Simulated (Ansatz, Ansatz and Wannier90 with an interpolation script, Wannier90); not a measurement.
# PbBrF (P4/nmm): quasiparticle bands by Wannier interpolation, part 4 of 4

G0W0 gives levels on a mesh alone; what do the bands of PbBrF (P4/nmm) look like between the points?

Ansatz 0.2.0; LDA, Wannier functions and G0W0, plane waves, PAW. Known limits of the many-body steps: not at the basis limit; no spin-orbit coupling; coarse k mesh.

So far. Step 5 (G0W0 at every point of the mesh: 4×4×2 mesh, 498 empty …): The gap on the mesh goes from 2.37 eV to 3.85 eV, a correction of +1.47 eV. Between the two edge states, bare exchange in place of the xc potential would open the gap by 7.15 eV, and correlation takes back 5.67 eV. Step 7 (LDA+SOC bands, for comparison): The gap stands −0.31 eV against LDA.

The database entry behind the starting cell is an old determination (1932), so it need not match the best structure at ambient conditions.

### Step 8. HSE06 bands, for comparison

This step: DFT, HSE06, plane waves, PAW.

The input, input.yaml:

```yaml
crystal:
  lattice:
    - [4.18, 0.0, 0.0]
    - [0.0, 4.18, 0.0]
    - [0.0, 0.0, 7.59]
  atoms:
    - { symbol: Pb, position: [0.0, 0.5, 0.195] }
    - { symbol: Pb, position: [0.5, 0.0, 0.805] }
    - { symbol: Br, position: [0.0, 0.5, 0.65] }
    - { symbol: Br, position: [0.5, 0.0, 0.35] }
    - { symbol: F, position: [0.5, 0.5, 0.0] }
    - { symbol: F, position: [0.0, 0.0, 0.0] }
kpoints:
  mp_grid: { grid: [4, 4, 2] }
  band_path:
    path:
      - [[0.0, 0.0, 0.0], [0.0, 0.5, 0.0], [0.5, 0.5, 0.0], [0.0, 0.0, 0.0], [0.0, 0.0, 0.5], [0.0, 0.5, 0.5], [0.5, 0.5, 0.5], [0.0, 0.0, 0.5]]
      - [[0.0, 0.5, 0.0], [0.0, 0.5, 0.5]]
      - [[0.5, 0.5, 0.0], [0.5, 0.5, 0.5]]
    npoints: 10
hamiltonian:
  xc: hse06
scf:
  occupations: { method: fixed }
  n_extra_bands: 6
output:
  eigenvalues: true
```

Started as:

```sh
$ ansatz run input.yaml --threads 8 --pin off --max-ram 18432MiB --backend cpu --events-out ev --progress --plain --runs-dir out
```

Numbers of over 12 decimals in the logs are rounded to 6 here.

What it wrote:

```text
[...]
davidson cushion auto → on  (no smearing: the cushion is to keep the highest requested band from converging to the state above it; pin scf.eigensolver.cushion to override)
Crystal: 6 atoms, lattice volume = 132.616 Å³
Basis set: ecut = 420 eV, 2577 PW (Γ)
Bands: 34, of which v1, the nominal top of the filled ones, is band 28 counted from 1 (27 counted from 0)
Symmetry: 16 space group operations
[...]
k-points: 12 of 32
[...]
SCF iter   1: F=—  HF=-31000.274181 eV  |F-HF|=—  |Δ(HF+E_count)|=         —  Δρ=1.51e-3  dr2=3.55e-3  ethr=1.77e-3  ⟨swp⟩=6.1  Hψ=1732  notcnv=0
[...]
SCF iter   2: F=-31000.275561 eV  HF=-31000.275371 eV  |F-HF|=1.90e-4  |Δ(HF+E_count)|=   1.19e-3  Δρ=5.07e-4  dr2=2.82e-4  ethr=5.04e-7  ⟨swp⟩=3.0  Hψ=2359  notcnv=0
SCF 1 stopped early in 2 iterations: F = -31000.275561 eV  dr2 = 2.82e-4
[...]
Exchange kernel: α = 0.2500, screened, ω = 0.2079 Å⁻¹, Wigner–Seitz truncation, v(0) = 1035.2787 eV·Å³, q-mesh 4×4×2, nearest image of the exchange supercell L = 15.18 Å, pair-density grid 24×24×36, without the augmentation charges, whose exchange is taken in its separable form by FFT convolution over the k-point mesh (sized by the pseudopotential files, 30×30×54 at the most), smooth part of the exact exchange by density-matrix convolution
Frozen-core exchange: fock
SCF iter   1: F=—  HF=-31010.809717 eV  |F-HF|=—  |Δ(HF+E_count)|=         —  Δρ=8.68e-3  dr2=1.12e-1  ethr=5.03e-6  ⟨swp⟩=7.1  Hψ=2111  notcnv=0
[...]
SCF iter   8: F=-31010.788468 eV  HF=-31010.788468 eV  |F-HF|=6.64e-7  |Δ(HF+E_count)|=   1.76e-5  Δρ=3.32e-5  dr2=2.79e-6  ethr=3.94e-8  ⟨swp⟩=4.0  Hψ=1229  notcnv=0
SCF 2 stopped early in 8 iterations: F = -31010.788468 eV  dr2 = 2.79e-6
[...]
hybrid outer 1: dexx = +1.831e-2 eV, tail = 4.30e-5 eV
[...]
Frozen-core exchange: fock
SCF iter   1: F=—  HF=-31010.788703 eV  |F-HF|=—  |Δ(HF+E_count)|=         —  Δρ=5.35e-5  dr2=2.02e-6  ethr=3.84e-7  ⟨swp⟩=3.0  Hψ=1015  notcnv=0
[...]
SCF iter   3: F=-31010.788704 eV  HF=-31010.788704 eV  |F-HF|=1.89e-8  |Δ(HF+E_count)|=   1.42e-8  Δρ=7.59e-6  dr2=7.88e-8  ethr=4.46e-10  ⟨swp⟩=3.0  Hψ=1015  notcnv=0
SCF 3 converged in 3 iterations: F = -31010.788704 eV  dr2 = 7.88e-8
hybrid outer 2: dexx = +4.621e-7 eV, tail = 1.80e-7 eV, Δε = 2.32e-3 eV (about 1.66e-4 eV left of the loop's levels)
[...]
hybrid SCF converged: 2 outer / 11 inner (+2 warm-up), last move |dexx| = 4.62e-7 eV, tail = 1.80e-7 eV
Stability not checked: this state was not tested for a lower state beside it, because the functional holds exact exchange (a hybrid, or Hartree-Fock), whose exchange loop this test does not read (fock_operator; see scf.lower_state_search)
Free energy (F): -31010.788704 eV
Frozen-core exchange: fock
[...]
Internal energy: -31010.788704 eV  (E = F + TS)
E sigma→0 (E₀):  -31010.788704 eV
Fermi energy:    5.330750 eV
[...]
--- Band table (eV; the first three rows and the last of 12) ---
  k-point 0: bands = [... 24 lower, 3.5936, 4.2388, 4.2388, 4.9863, 9.9878, 10.9794, 12.4089, 12.4089, ... 2 higher]
  k-point 1: bands = [... 24 lower, 3.5835, 4.4214, 4.4214, 5.3307, 8.8950, 10.6576, 12.6323, 12.6323, ... 2 higher]
  k-point 2: bands = [... 24 lower, 4.1580, 4.3663, 4.7606, 5.0666, 10.4190, 11.1003, 11.3003, 11.6001, ... 2 higher]
  k-point 11: bands = [... 24 lower, 3.0889, 3.0889, 4.0577, 4.0577, 11.1755, 11.1755, 11.4430, 11.4430, ... 2 higher]
```

It took 5.5 min on 8 threads of Arm Neoverse N1, shared host; peak memory 2 GiB.

Numbers from this step:

```yaml
filled_bands: 28
gap: 3.564 eV
valence_top_at: Z
conduction_bottom_at: Z
least_direct_gap: 3.564 eV
```

The gap stands +1.19 eV against LDA.

The electronic bands at the labelled points (eV, zero at the top of the highest nominally filled band):

```
    point  band 25  band 26  band 27  band 28  band 29  band 30  band 31  band 32
        Γ    -1.74    -1.09    -1.09    -0.34     4.66     5.65     7.08     7.08
  halfway    -1.17    -0.96    -0.57    -0.26     5.09     5.77     5.97     6.27
        X    -1.02    -1.02    -0.30    -0.30     4.91     4.91     5.94     5.94
  halfway    -1.16    -1.16    -0.99    -0.99     5.52     5.52     5.97     5.97
        M    -1.58    -1.58    -0.90    -0.90     5.39     5.39     6.41     6.41
  halfway    -1.36    -0.66    -0.63    -0.56     5.15     5.85     6.06     6.38
        Γ    -1.74    -1.09    -1.09    -0.34     4.66     5.65     7.08     7.08
  halfway    -1.84    -0.99    -0.99    -0.17     4.04     5.56     7.16     7.16
        Z    -1.75    -0.91    -0.91     0.00     3.56     5.33     7.30     7.30
  halfway    -1.46    -0.86    -0.47    -0.36     4.54     5.00     6.25     6.60
        R    -1.03    -1.03    -0.35    -0.35     4.70     4.70     5.98     5.98
  halfway    -1.36    -1.36    -0.86    -0.86     4.71     4.71     6.52     6.52
        A    -2.24    -2.24    -1.27    -1.27     5.84     5.84     6.11     6.11
  halfway    -1.52    -0.84    -0.68    -0.48     4.31     5.93     6.12     6.19
        Z    -1.75    -0.91    -0.91     0.00     3.56     5.33     7.30     7.30
jump to X    -1.02    -1.02    -0.30    -0.30     4.91     4.91     5.94     5.94
  halfway    -1.03    -1.03    -0.32    -0.32     4.80     4.80     5.96     5.96
        R    -1.03    -1.03    -0.35    -0.35     4.70     4.70     5.98     5.98
jump to M    -1.58    -1.58    -0.90    -0.90     5.39     5.39     6.41     6.41
  halfway    -1.82    -1.82    -1.07    -1.07     5.60     5.60     6.25     6.25
        A    -2.24    -2.24    -1.27    -1.27     5.84     5.84     6.11     6.11
```

### Step 9. Results

| Quantity | Value |
| --- | --- |
| LDA gap | 2.37 eV |
| G0W0 gap over the zone | 3.85 eV, direct |
| least direct G0W0 gap, in the model | 3.85 eV |
| with the spin-orbit change | 3.54 eV |
| GW settings | 4×4×2 mesh, 498 empty bands, screening to 140 eV |
| known limits | not at the basis limit; no spin-orbit coupling; coarse k mesh |

What this shows: The Wannier model follows the LDA bands to under 1 meV r.m.s. near the gap. The G0W0 gap over the zone is 3.85 eV, direct, from Z to Z; on the mesh alone it is 3.85 eV, nearly the same. The valence width in the model goes from 4.54 eV to 4.54 eV. At the band edge the lightest electron mass is 0.30 m_e at the start and 0.28 m_e in G0W0; the G0W0 masses rest on corrections from the 4×4×2 mesh alone and are rough. With a spin-orbit change this large the edge states differ, so these masses aren't the crystal's. LDA+SOC gives a gap of 2.07 eV on the same path, a spin-orbit change of −0.31 eV that would bring the G0W0 gap to 3.54 eV. HSE06 gives a gap of 3.56 eV on the same path. Bands and cutoff are finite, so the gap is not at the basis limit. The miss can reach some tenths of an eV and take either sign; the mesh is an error of its own. Above the frozen window of the model the interpolated levels need not meet the computed ones, even at points of the mesh. The 4×4×2 mesh is coarse for this cell (its supercell is 15 Å along the shortest edge). The RPA ε∞ on it, from the LDA start, is 4.74 and 5.58; such meshes misread the long-range screening, most where the gap is narrow. Where an edge is built on 6p states of lead, bismuth or thallium, scalar-relativistic gaps usually stand too wide, by a few tenths to over one eV.

[Paths, hosts, dates, memory and timing lines, banners, echoed tables and standing remarks are left out of the program output.]

[Logs are printed without paths, hosts, clocks, repeated set-up lines and the standing remarks that a program may print on its own settings, such as how far it seeks lower states.]

[Runs of the session that timed out or met a known fault of the program may be left out.]

[Hosts, paths, dates, database ids (printed as entryN), source tags and the programs' standing remarks are cut or masked in the printed files.]
